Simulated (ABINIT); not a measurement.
# Sr (Strontium): from the cell to the phonon bands, part 2 of 3

How does Sr (Strontium) vibrate, and is this structure a minimum?

ABINIT 10.8.3; DFT LDA, scalar-relativistic, plane waves, PseudoDojo norm-conserving pseudopotentials.

So far. Step 3 (Relaxing the cell and atoms): The volume changes by -14.1 % in this run and stands -14.1 % from the first cell. Step 4 (Ground state): The cell stands at -0.34 GPa: the relaxation ran with a smoothed and higher cutoff, and the difference is a stress of the finite basis. The relaxed cell has a = 5.783 Å (conventional setting).

### Step 5. Zone-centre response

At q = 0 one unit cell holds all displacements. The response is solved for single atoms along the cell's directions, and symmetry skips those that follow from others. The crystal is treated as a metal, which screens a static field, so no field response is asked.

Input file dfpt_gamma.abi:

```

# common to the responses
getwfk_filepath "gso_WFK"
kptopt 2
nqpt 1
qpt 0.0 0.0 0.0
asr 0
chneut 0

# displacements
rfphon 1
rfatpol 1 1
rfdir 1 1 1
tolvrs 1.0d-10
prtwf 0

# basis, mesh and filling
ecut 28.0
ngkpt 8 8 8
nshiftk 1
shiftk 0.0 0.0 0.0
istwfk *1
occopt 7
tsmear 0.001
nband 11
nstep 100
diemac 9.0
prtebands 0
prtgsr 0

# cell and atoms
acell 7.727727971 7.727727971 7.727727971
rprim 
    0.0 0.7071067812 0.7071067812
    0.7071067812 0.0 0.7071067812
    0.7071067812 0.7071067812 0.0
ntypat 1
znucl 38
natom 1
typat 1
xred 
    0.0 0.0 0.0
pp_dirpath "./pseudo"
pseudos "Sr.upf"
```

Command:

```console
> OMP_NUM_THREADS=1 mpirun -n 4 abinit dfpt_gamma.abi > dfpt_gamma.log
```

Numbers of over 12 decimals in the logs are rounded to 6 here.

dfpt_gamma.abo, the main output file:

```text
[banners, grids, parts of the stress and lines that vanish by symmetry left out]
- input  file    -> dfpt_gamma.abi
- output file    -> dfpt_gamma.abo
- root for input  files -> dfpt_gammai
- root for output files -> dfpt_gammao

 Symmetries : space group Fm -3 m (#225); Bravais cF (face-center cubic)
================================================================================
 Values of the parameters that define the memory need of the present run (RF).
     intxc =       0      iscf =       7    lmnmax =       6     lnmax =       6
     mgfft =      40  mpssoang =       3    mqgrid =    3001     natom =       1
  nloc_mem =       1    nspden =       1   nspinor =       1    nsppol =       1
      nsym =      48    n1xccc =    2501    ntypat =       1    occopt =       7
   xclevel =       1
-    mband =          11        mffmem =           1         mkmem =          65
-   mkqmem =          65        mk1mem =          65           mpw =        2332
      nfft =       64000          nkpt =         260
- my_mband =          11
================================================================================
================================================================================

--------------------------------------------------------------------------------
------------- Echo of variables that govern the present computation ------------
--------------------------------------------------------------------------------
-
- outvars: echo of selected default values
-   iomode0 =  0 , fftalg0 =312 , wfoptalg0 =  0
-
- outvars: echo of global parameters not present in the input file
-  max_nthreads =    1
-
 -outvars: echo values of preprocessed input variables --------
            acell      7.7277279710E+00  7.7277279710E+00  7.7277279710E+00 Bohr
              amu      8.76200000E+01
              asr           0
           chneut           0
           diemac      9.00000000E+00
             ecut      2.80000000E+01 Hartree
-          fftalg         312
           istwfk        1    0    0    0    1    0    0    0    0    0
                         0    0    0    0    0    0    0    0    0    0
                         0    0    0    0    0    0    0    0    0    1
                         0    0    0    1    0    0    0    0    0    0
                         0    0    0    0    0    0    0    0    0    0
                       outvar_i_n : Printing only first  50 k-points.
              ixc       -1012
              kpt      0.00000000E+00  0.00000000E+00  0.00000000E+00
                       1.25000000E-01  0.00000000E+00  0.00000000E+00
                       2.50000000E-01  0.00000000E+00  0.00000000E+00
                       3.75000000E-01  0.00000000E+00  0.00000000E+00
                       [...]
                       outvar_i_n : Printing only first  50 k-points.
           kptopt           2
         kptrlatt        8    0    0      0    8    0      0    0    8
          kptrlen      6.18218238E+01
P           mkmem          65
P          mkqmem          65
P          mk1mem          65
            natom           1
            nband          11
           nbdbuf           2
            ngfft          40      40      40
             nkpt         260
             nqpt           1
            nstep         100
             nsym          48
           ntypat           1
              occ      2.000000  2.000000  2.000000  2.000000  2.000000  0.000000
                       0.000000  0.000000  0.000000  0.000000  0.000000
                       2.000000  2.000000  2.000000  2.000000  2.000000  0.000000
                       0.000000  0.000000  0.000000  0.000000  0.000000
                       [...]
                       prtocc : prtvol=0, do not print more k-points.
           occopt           7
        optdriver           1
        prtebands           0
           prtgsr           0
           prtpot           1
            prtwf           0
           rfphon           1
            rprim      0.0000000000E+00  7.0710678120E-01  7.0710678120E-01
                       7.0710678120E-01  0.0000000000E+00  7.0710678120E-01
                       7.0710678120E-01  7.0710678120E-01  0.0000000000E+00
          spgroup         225
           symrel      1  0  0   0  1  0   0  0  1      -1  0  0   0 -1  0   0  0 -1
                       0 -1  1   0 -1  0   1 -1  0       0  1 -1   0  1  0  -1  1  0
                      -1  0  0  -1  0  1  -1  1  0       1  0  0   1  0 -1   1 -1  0
                       0  1 -1   1  0 -1   0  0 -1       0 -1  1  -1  0  1   0  0  1
                       [...]
           tolvrs      1.00000000E-10
           tsmear      1.00000000E-03 Hartree
            typat      1
              wtk        0.00195    0.00391    0.00391    0.00391    0.00195    0.00391
                         0.00391    0.00391    0.00391    0.00391    0.00391    0.00391
                         0.00391    0.00391    0.00391    0.00391    0.00391    0.00391
                         0.00391    0.00391    0.00391    0.00391    0.00391    0.00391
                       [...]
                       outvars : Printing only first  50 k-points.
            znucl       38.00000

================================================================================

 chkinp: Checking input parameters for consistency.

================================================================================
== DATASET  1 ==================================================================
-   mpi_nproc: 4, omp_nthreads: 1 (-1 if OMP is not activated)

--- !DatasetInfo
iteration_state: {dtset: 1, }
dimensions: {natom: 1, nkpt: 260, mband: 11, nsppol: 1, nspinor: 1, nspden: 1, mpw: 2332, }
cutoff_energies: {ecut:  28.0, pawecutdg:  -1.0, }
electrons: {nelect:   1.00000000E+01, charge:   0.00000000E+00, occopt:   7.00000000E+00, tsmear:   1.00000000E-03, }
meta: {optdriver: 1, rfphon: 1, }
...

 mkfilename: getwfk from: gso_WFK

 Real(R)+Recip(G) space primitive vectors, cartesian coordinates (Bohr,Bohr^-1):
 R(1)=  0.0000000  5.4643289  5.4643289  G(1)= -0.0915025  0.0915025  0.0915025
 R(2)=  5.4643289  0.0000000  5.4643289  G(2)=  0.0915025 -0.0915025  0.0915025
 R(3)=  5.4643289  5.4643289  0.0000000  G(3)=  0.0915025  0.0915025 -0.0915025
 Unit cell volume ucvol=  3.2631759E+02 bohr^3
 Angles (23,13,12)=  6.00000000E+01  6.00000000E+01  6.00000000E+01 degrees
 setup1 : take into account q-point for computing boxcut.

 getcut: wavevector=  0.0000  0.0000  0.0000  ngfft=  40  40  40
         ecut(hartree)=     28.000   => boxcut(ratio)=   2.17302

--- Pseudopotential description ------------------------------------------------
- pspini: atom type   1  psp file is ./pseudo/Sr.upf

   1.22206777E+02                                ecore*ucvol(ha*bohr**3)
--------------------------------------------------------------------------------

 ==>  initialize data related to q vector <==

 The list of irreducible perturbations for this q vector is:
    1)    idir= 1    ipert=   1

================================================================================

 The perturbation idir=   2  ipert=   1 is
 symmetric of a previously calculated perturbation.
 So, its SCF calculation is not needed.

 The perturbation idir=   3  ipert=   1 is
 symmetric of a previously calculated perturbation.
 So, its SCF calculation is not needed.

--------------------------------------------------------------------------------
 Perturbation wavevector (in red.coord.)   0.000000  0.000000  0.000000
 Perturbation : displacement of atom   1   along direction   1
 Found     4 symmetries that leave the perturbation invariant.
 symkpt : the number of k-points, thanks to the symmetries,
 is reduced to    95 .

--------------------------------------------------------------------------------

--------------------------------------------------------------------------------

 dfpt_looppert : total number of electrons, from k and k+q
  fully or partially occupied states are    1.000000E+01 and    1.000000E+01.
 Initialisation of the first-order wave-functions :
  ireadwf=   0

--- !BeginCycle
iteration_state: {dtset: 1, }
solver: {iscf: 7, nstep: 100, nline: 4, wfoptalg: 0, }
tolerances: {tolvrs: 1.00E-10, }
...

     iter   2DEtotal(Ha)        deltaE(Ha) residm    vres2
-ETOT  1  0.627084     -1.459E+03 6.575E+00 1.607E+01
 ETOT  2  6.62434970288928E-03 -6.205E-01 4.781E-02 1.445E+01
 ETOT  3  4.66500276189663E-04 -6.158E-03 5.321E-03 8.886E-01
 ETOT  4  2.38652290619257E-04 -2.278E-04 1.069E-03 1.829E-01
 ETOT  5  1.64040611963401E-04 -7.461E-05 9.587E-04 2.736E-03
 ETOT  6  1.63122336999777E-04 -9.183E-07 3.855E-04 2.713E-06
 ETOT  7  1.63120967755503E-04 -1.369E-09 3.592E-04 1.188E-07
 ETOT  8  1.63120915459558E-04 -5.230E-11 1.456E-04 3.858E-10
 ETOT  9  1.63120919552284E-04  4.093E-12 1.336E-04 4.602E-12

 At SCF step    9       vres2   =  4.60E-12 < tolvrs=  1.00E-10 =>converged.
================================================================================

 ----iterations are completed or convergence reached----

 Mean square residual over all n,k,spin=   23.509E-08; max=  13.358E-05

 Thirteen components of 2nd-order total energy (hartree) are
 1,2,3: 0th-order hamiltonian combined with 1st-order wavefunctions
     kin0=   9.96517781E+02 eigvalue=   1.53739402E+02  local=  -9.11234223E+02
 4,5,6: 1st-order hamiltonian combined with 1st and 0th-order wfs
 loc psp =  -1.20022290E+03  Hartree=   3.85044139E+02     xc=  -9.84517147E+01
 note that "loc psp" includes a xc core correction that could be resolved
 7,8,9: eventually, occupation + non-local contributions
    edocc=   2.00349366E+02     enl0=   7.33780691E+02   enl1=  -1.71926798E+03
 1-9 gives the relaxation energy (to be shifted if some occ is /=2.0)
   erelax=  -1.45974544E+03
 10,11,12 Non-relaxation  contributions : frozen-wavefunctions and Ewald
 fr.local=   6.06962729E+02 fr.nonlo=   8.59634653E+02  Ewald=   0.00000000E+00
 13,14 Frozen wf xc core corrections (1) and (2)
 frxc 1  =  -1.74882016E+02  frxc 2 =   1.68030236E+02
 Resulting in :
 2DEtotal=    0.1631209198E-03 Ha. Also 2DEtotal=    0.443874635292E-02 eV
    (2DErelax=   -1.4597454388E+03 Ha. 2DEnonrelax=    1.4597456019E+03 Ha)
    (  non-var. 2DEtotal :    1.6268852735E-04 Ha)

================================================================================

 ---- first-order wavefunction calculations are completed ----

 ==> Compute Derivative Database <==

  2nd-order matrix (non-cartesian coordinates, masses not included,
   asr not included )
     j1       j2             matrix element
  dir pert dir pert     real part     imaginary part

   1    1   1    1         0.0001626885         0.0000000000
   1    1   2    1         0.0000813443         0.0000000000
   1    1   3    1         0.0000813443         0.0000000000
   1    1   2    3         0.0000000000         0.0000000000
   1    1   3    3         0.0000000000         0.0000000000

   2    1   1    1         0.0000813443         0.0000000000
   2    1   2    1         0.0001626885         0.0000000000
   2    1   3    1         0.0000813443         0.0000000000
   2    1   1    3         0.0000000000         0.0000000000
   2    1   3    3         0.0000000000         0.0000000000

   3    1   1    1         0.0000813443         0.0000000000
   3    1   2    1         0.0000813443         0.0000000000
   3    1   3    1         0.0001626885         0.0000000000
   3    1   1    3         0.0000000000         0.0000000000
   3    1   2    3         0.0000000000         0.0000000000

   1    3   2    1         0.0000000000         0.0000000000
   1    3   3    1         0.0000000000         0.0000000000

   2    3   1    1         0.0000000000         0.0000000000
   2    3   3    1         0.0000000000         0.0000000000

   3    3   1    1         0.0000000000         0.0000000000
   3    3   2    1         0.0000000000         0.0000000000

  Dynamical matrix, in cartesian coordinates,
   if specified in the inputs, asr has been imposed
     j1       j2             matrix element
  dir pert dir pert     real part    imaginary part

   1    1   1    1         0.0000027243         0.0000000000
   1    1   2    1         0.0000000000         0.0000000000
   1    1   3    1        -0.0000000000         0.0000000000

   2    1   1    1         0.0000000000         0.0000000000
   2    1   2    1         0.0000027243         0.0000000000
   2    1   3    1         0.0000000000         0.0000000000

   3    1   1    1         0.0000000000         0.0000000000
   3    1   2    1         0.0000000000         0.0000000000
   3    1   3    1         0.0000027243         0.0000000000

  Phonon wavevector (reduced coordinates) :  0.00000  0.00000  0.00000
 Phonon energies in Hartree :
   4.129952E-06  4.129952E-06  4.129952E-06
 Phonon frequencies in cm-1    :
-  9.064196E-01  9.064197E-01  9.064197E-01

== END DATASET(S) ==============================================================
================================================================================

 -outvars: echo values of variables after computation
            acell      7.7277279710E+00  7.7277279710E+00  7.7277279710E+00 Bohr
           etotal      1.6312091955E-04
            fcart      0.0000000000E+00  0.0000000000E+00  0.0000000000E+00
           strten      0.0000000000E+00  0.0000000000E+00  0.0000000000E+00
================================================================================
```

Elapsed: 18 s, on 4 MPI ranks of Arm Neoverse V2, shared host.

With one atom there are acoustic modes alone, which should vanish; they come out at 0.91 cm⁻¹ in size, the error that the sum rule removes later.

### Step 6. Linear response on the mesh

Linear response treats each wavevector in the unit cell, with no supercell; the 4×4×4 mesh fixes the range of the force constants to be had.

Input file dfpt_q.abi:

```
ndtset 7

# wavevectors
qpt1 0.25 0.0 0.0
qpt2 0.5 0.0 0.0
qpt3 0.25 0.25 0.0
qpt4 0.5 0.25 0.0
qpt5 -0.25 0.25 0.0
qpt6 0.5 0.5 0.0
qpt7 -0.25 0.5 0.25

# displacements
getwfk_filepath "gso_WFK"
getwfq_filepath "gso_WFK"
kptopt 3
nqpt 1
rfphon 1
rfatpol 1 1
rfdir 1 1 1
tolvrs 1.0d-10
prtwf 0

# basis, mesh and filling
ecut 28.0
ngkpt 8 8 8
nshiftk 1
shiftk 0.0 0.0 0.0
istwfk *1
occopt 7
tsmear 0.001
nband 11
nstep 100
diemac 9.0
prtebands 0
prtgsr 0

# cell and atoms
acell 7.727727971 7.727727971 7.727727971
rprim 
    0.0 0.7071067812 0.7071067812
    0.7071067812 0.0 0.7071067812
    0.7071067812 0.7071067812 0.0
ntypat 1
znucl 38
natom 1
typat 1
xred 
    0.0 0.0 0.0
pp_dirpath "./pseudo"
pseudos "Sr.upf"
```

Command:

```console
> OMP_NUM_THREADS=1 mpirun -n 4 abinit dfpt_q.abi > dfpt_q.log
```

dfpt_q.abo, the main output file:

```text
[banners, grids, parts of the stress and lines that vanish by symmetry left out]
- input  file    -> dfpt_q.abi
- output file    -> dfpt_q.abo
- root for input  files -> dfpt_qi
[...]
DATASET    1 : space group Fm -3 m (#225); Bravais cF (face-center cubic)
[...]
nfft =       64000          nkpt =         512
[...]
DATASET    2 : space group Fm -3 m (#225); Bravais cF (face-center cubic)
[...]
nfft =       64000          nkpt =         512
[...]
DATASET    3 : space group Fm -3 m (#225); Bravais cF (face-center cubic)
[...]
nfft =       64000          nkpt =         512
[...]
DATASET    4 : space group Fm -3 m (#225); Bravais cF (face-center cubic)
[...]
nfft =       64000          nkpt =         512
[...]
DATASET    5 : space group Fm -3 m (#225); Bravais cF (face-center cubic)
[...]
nfft =       64000          nkpt =         512
[...]
DATASET    6 : space group Fm -3 m (#225); Bravais cF (face-center cubic)
[...]
nfft =       64000          nkpt =         512
[...]
DATASET    7 : space group Fm -3 m (#225); Bravais cF (face-center cubic)
[...]
nfft =       64000          nkpt =         512
[...]
== DATASET  1 ==================================================================
[...]
cutoff_energies: {ecut:  28.0, pawecutdg:  -1.0, }
[...]
Perturbation : displacement of atom   1   along direction   1
[...]
-ETOT  1   12.088798876150     -1.596E+03 6.520E+00 4.288E+05
 ETOT  2   47.567196369670      3.548E+01 1.927E+00 1.886E+06
 ETOT  3  0.864940     -4.670E+01 1.354E-01 1.450E+01
 ETOT  4  0.863430     -1.511E-03 4.594E-02 1.128E+00
 ETOT  5  0.863109     -3.212E-04 2.121E-03 2.361E-01
[...]
At SCF step   12       vres2   =  1.07E-11 < tolvrs=  1.00E-10 =>converged.
[...]
Perturbation : displacement of atom   1   along direction   2
[...]
-ETOT  1  0.897128     -1.464E+03 6.606E+00 1.592E+01
[...]
At SCF step   12       vres2   =  1.74E-12 < tolvrs=  1.00E-10 =>converged.
[...]
Phonon wavevector (reduced coordinates) :  0.25000  0.00000  0.00000
 Phonon energies in Hartree :
[...]
Phonon frequencies in cm-1    :
-  3.687020E+01  3.687020E+01  7.657954E+01
[...]
== DATASET  2 ==================================================================
[...]
cutoff_energies: {ecut:  28.0, pawecutdg:  -1.0, }
[...]
Perturbation : displacement of atom   1   along direction   1
[...]
-ETOT  1   6.890669     -1.596E+03 6.382E+00 4.823E+04
[...]
At SCF step   10       vres2   =  1.91E-11 < tolvrs=  1.00E-10 =>converged.
[...]
Perturbation : displacement of atom   1   along direction   2
[...]
-ETOT  1   1.198995     -1.469E+03 6.581E+00 1.300E+01
[...]
At SCF step   10       vres2   =  6.38E-12 < tolvrs=  1.00E-10 =>converged.
[...]
Phonon wavevector (reduced coordinates) :  0.50000  0.00000  0.00000
 Phonon energies in Hartree :
[...]
Phonon frequencies in cm-1    :
-  5.376835E+01  5.376835E+01  1.030392E+02
[...]
== DATASET  3 ==================================================================
[...]
cutoff_energies: {ecut:  28.0, pawecutdg:  -1.0, }
[...]
Perturbation : displacement of atom   1   along direction   1
[...]
-ETOT  1   9.292927     -1.556E+03 6.491E+00 2.366E+05
[...]
Phonon wavevector (reduced coordinates) :  0.25000  0.25000  0.00000
 Phonon energies in Hartree :
[...]
Phonon frequencies in cm-1    :
-  5.835614E+01  5.835614E+01  7.400379E+01
[...]
== DATASET  4 ==================================================================
[...]
cutoff_energies: {ecut:  28.0, pawecutdg:  -1.0, }
[...]
Perturbation : displacement of atom   1   along direction   1
[...]
-ETOT  1   4.792401     -1.577E+03 6.345E+00 2.609E+04
[...]
Perturbation : displacement of atom   1   along direction   2
[...]
-ETOT  1   2.434796     -1.512E+03 6.523E+00 6.537E+03
[...]
Perturbation : displacement of atom   1   along direction   3
[...]
-ETOT  1   1.579661     -1.482E+03 6.577E+00 1.890E+01
[...]
Phonon wavevector (reduced coordinates) :  0.50000  0.25000  0.00000
 Phonon energies in Hartree :
[...]
Phonon frequencies in cm-1    :
-  6.890245E+01  7.658909E+01  1.042872E+02
[...]
== DATASET  5 ==================================================================
[...]
cutoff_energies: {ecut:  28.0, pawecutdg:  -1.0, }
[...]
Perturbation : displacement of atom   1   along direction   1
[...]
-ETOT  1   3.307444     -1.527E+03 6.500E+00 2.230E+04
[...]
Perturbation : displacement of atom   1   along direction   3
[...]
-ETOT  1   1.104519     -1.469E+03 6.581E+00 1.781E+01
[...]
Phonon wavevector (reduced coordinates) : -0.25000  0.25000  0.00000
 Phonon energies in Hartree :
[...]
Phonon frequencies in cm-1    :
-  4.915442E+01  8.073878E+01  9.312330E+01
[...]
== DATASET  6 ==================================================================
[...]
cutoff_energies: {ecut:  28.0, pawecutdg:  -1.0, }
[...]
Perturbation : displacement of atom   1   along direction   1
[...]
-ETOT  1   3.518844     -1.553E+03 4.708E+01 7.483E+03
[...]
Phonon wavevector (reduced coordinates) :  0.50000  0.50000  0.00000
 Phonon energies in Hartree :
[...]
Phonon frequencies in cm-1    :
-  8.207336E+01  8.207336E+01  1.146023E+02
[...]
== DATASET  7 ==================================================================
[...]
cutoff_energies: {ecut:  28.0, pawecutdg:  -1.0, }
[...]
Perturbation : displacement of atom   1   along direction   1
[...]
-ETOT  1   2.517898     -1.527E+03 6.512E+00 2.666E+03
[...]
At SCF step   10       vres2   =  6.97E-12 < tolvrs=  1.00E-10 =>converged.
[...]
Perturbation : displacement of atom   1   along direction   2
[...]
-ETOT  1   3.081011     -1.548E+03 6.348E+00 3.225E+03
[...]
ETOT  9   1.962151     -6.821E-13 3.291E-05 1.889E-10
 ETOT 10   1.962151     -1.114E-11 1.263E-05 5.427E-12
 At SCF step   10       vres2   =  5.43E-12 < tolvrs=  1.00E-10 =>converged.
[...]
Phonon wavevector (reduced coordinates) : -0.25000  0.50000  0.25000
 Phonon energies in Hartree :
[...]
Phonon frequencies in cm-1    :
-  7.135832E+01  9.951800E+01  9.951800E+01
[...]
fcart7     0.0000000000E+00  0.0000000000E+00  0.0000000000E+00
       
================================================================================
```

Wall time 18 min (4 MPI ranks); 72 min of CPU time.

This step gave:

```
lowest mode on the q mesh (acoustic ones at the zone centre apart) : 36.87 cm⁻¹
```

Frequencies (cm⁻¹) before the sum rule at the irreducible wavevectors but Γ, which is solved apart; negative means imaginary. Frequencies by wavevector:

```csv
q (fractions),star,mode 1,mode 2,mode 3
0.25 0 0,8,36.87,36.87,76.58
0.5 0 0,4,53.77,53.77,103
0.25 0.25 0,6,58.36,58.36,74
0.5 0.25 0,24,68.9,76.59,104.3
-0.25 0.25 0,12,49.15,80.74,93.12
0.5 0.5 0,3,82.07,82.07,114.6
-0.25 0.5 0.25,6,71.36,99.52,99.52
```

(Part 2 of 3 ends here.)

[Host names and launcher messages were left out of these logs when they were recorded.]

[Logs are printed without paths, hosts, clocks, repeated set-up lines and the standing remarks that a program may print on its own settings, such as how far it seeks lower states.]

[Hosts, paths, dates, database ids (printed as entryN), source tags and the programs' standing remarks are cut or masked in the printed files.]
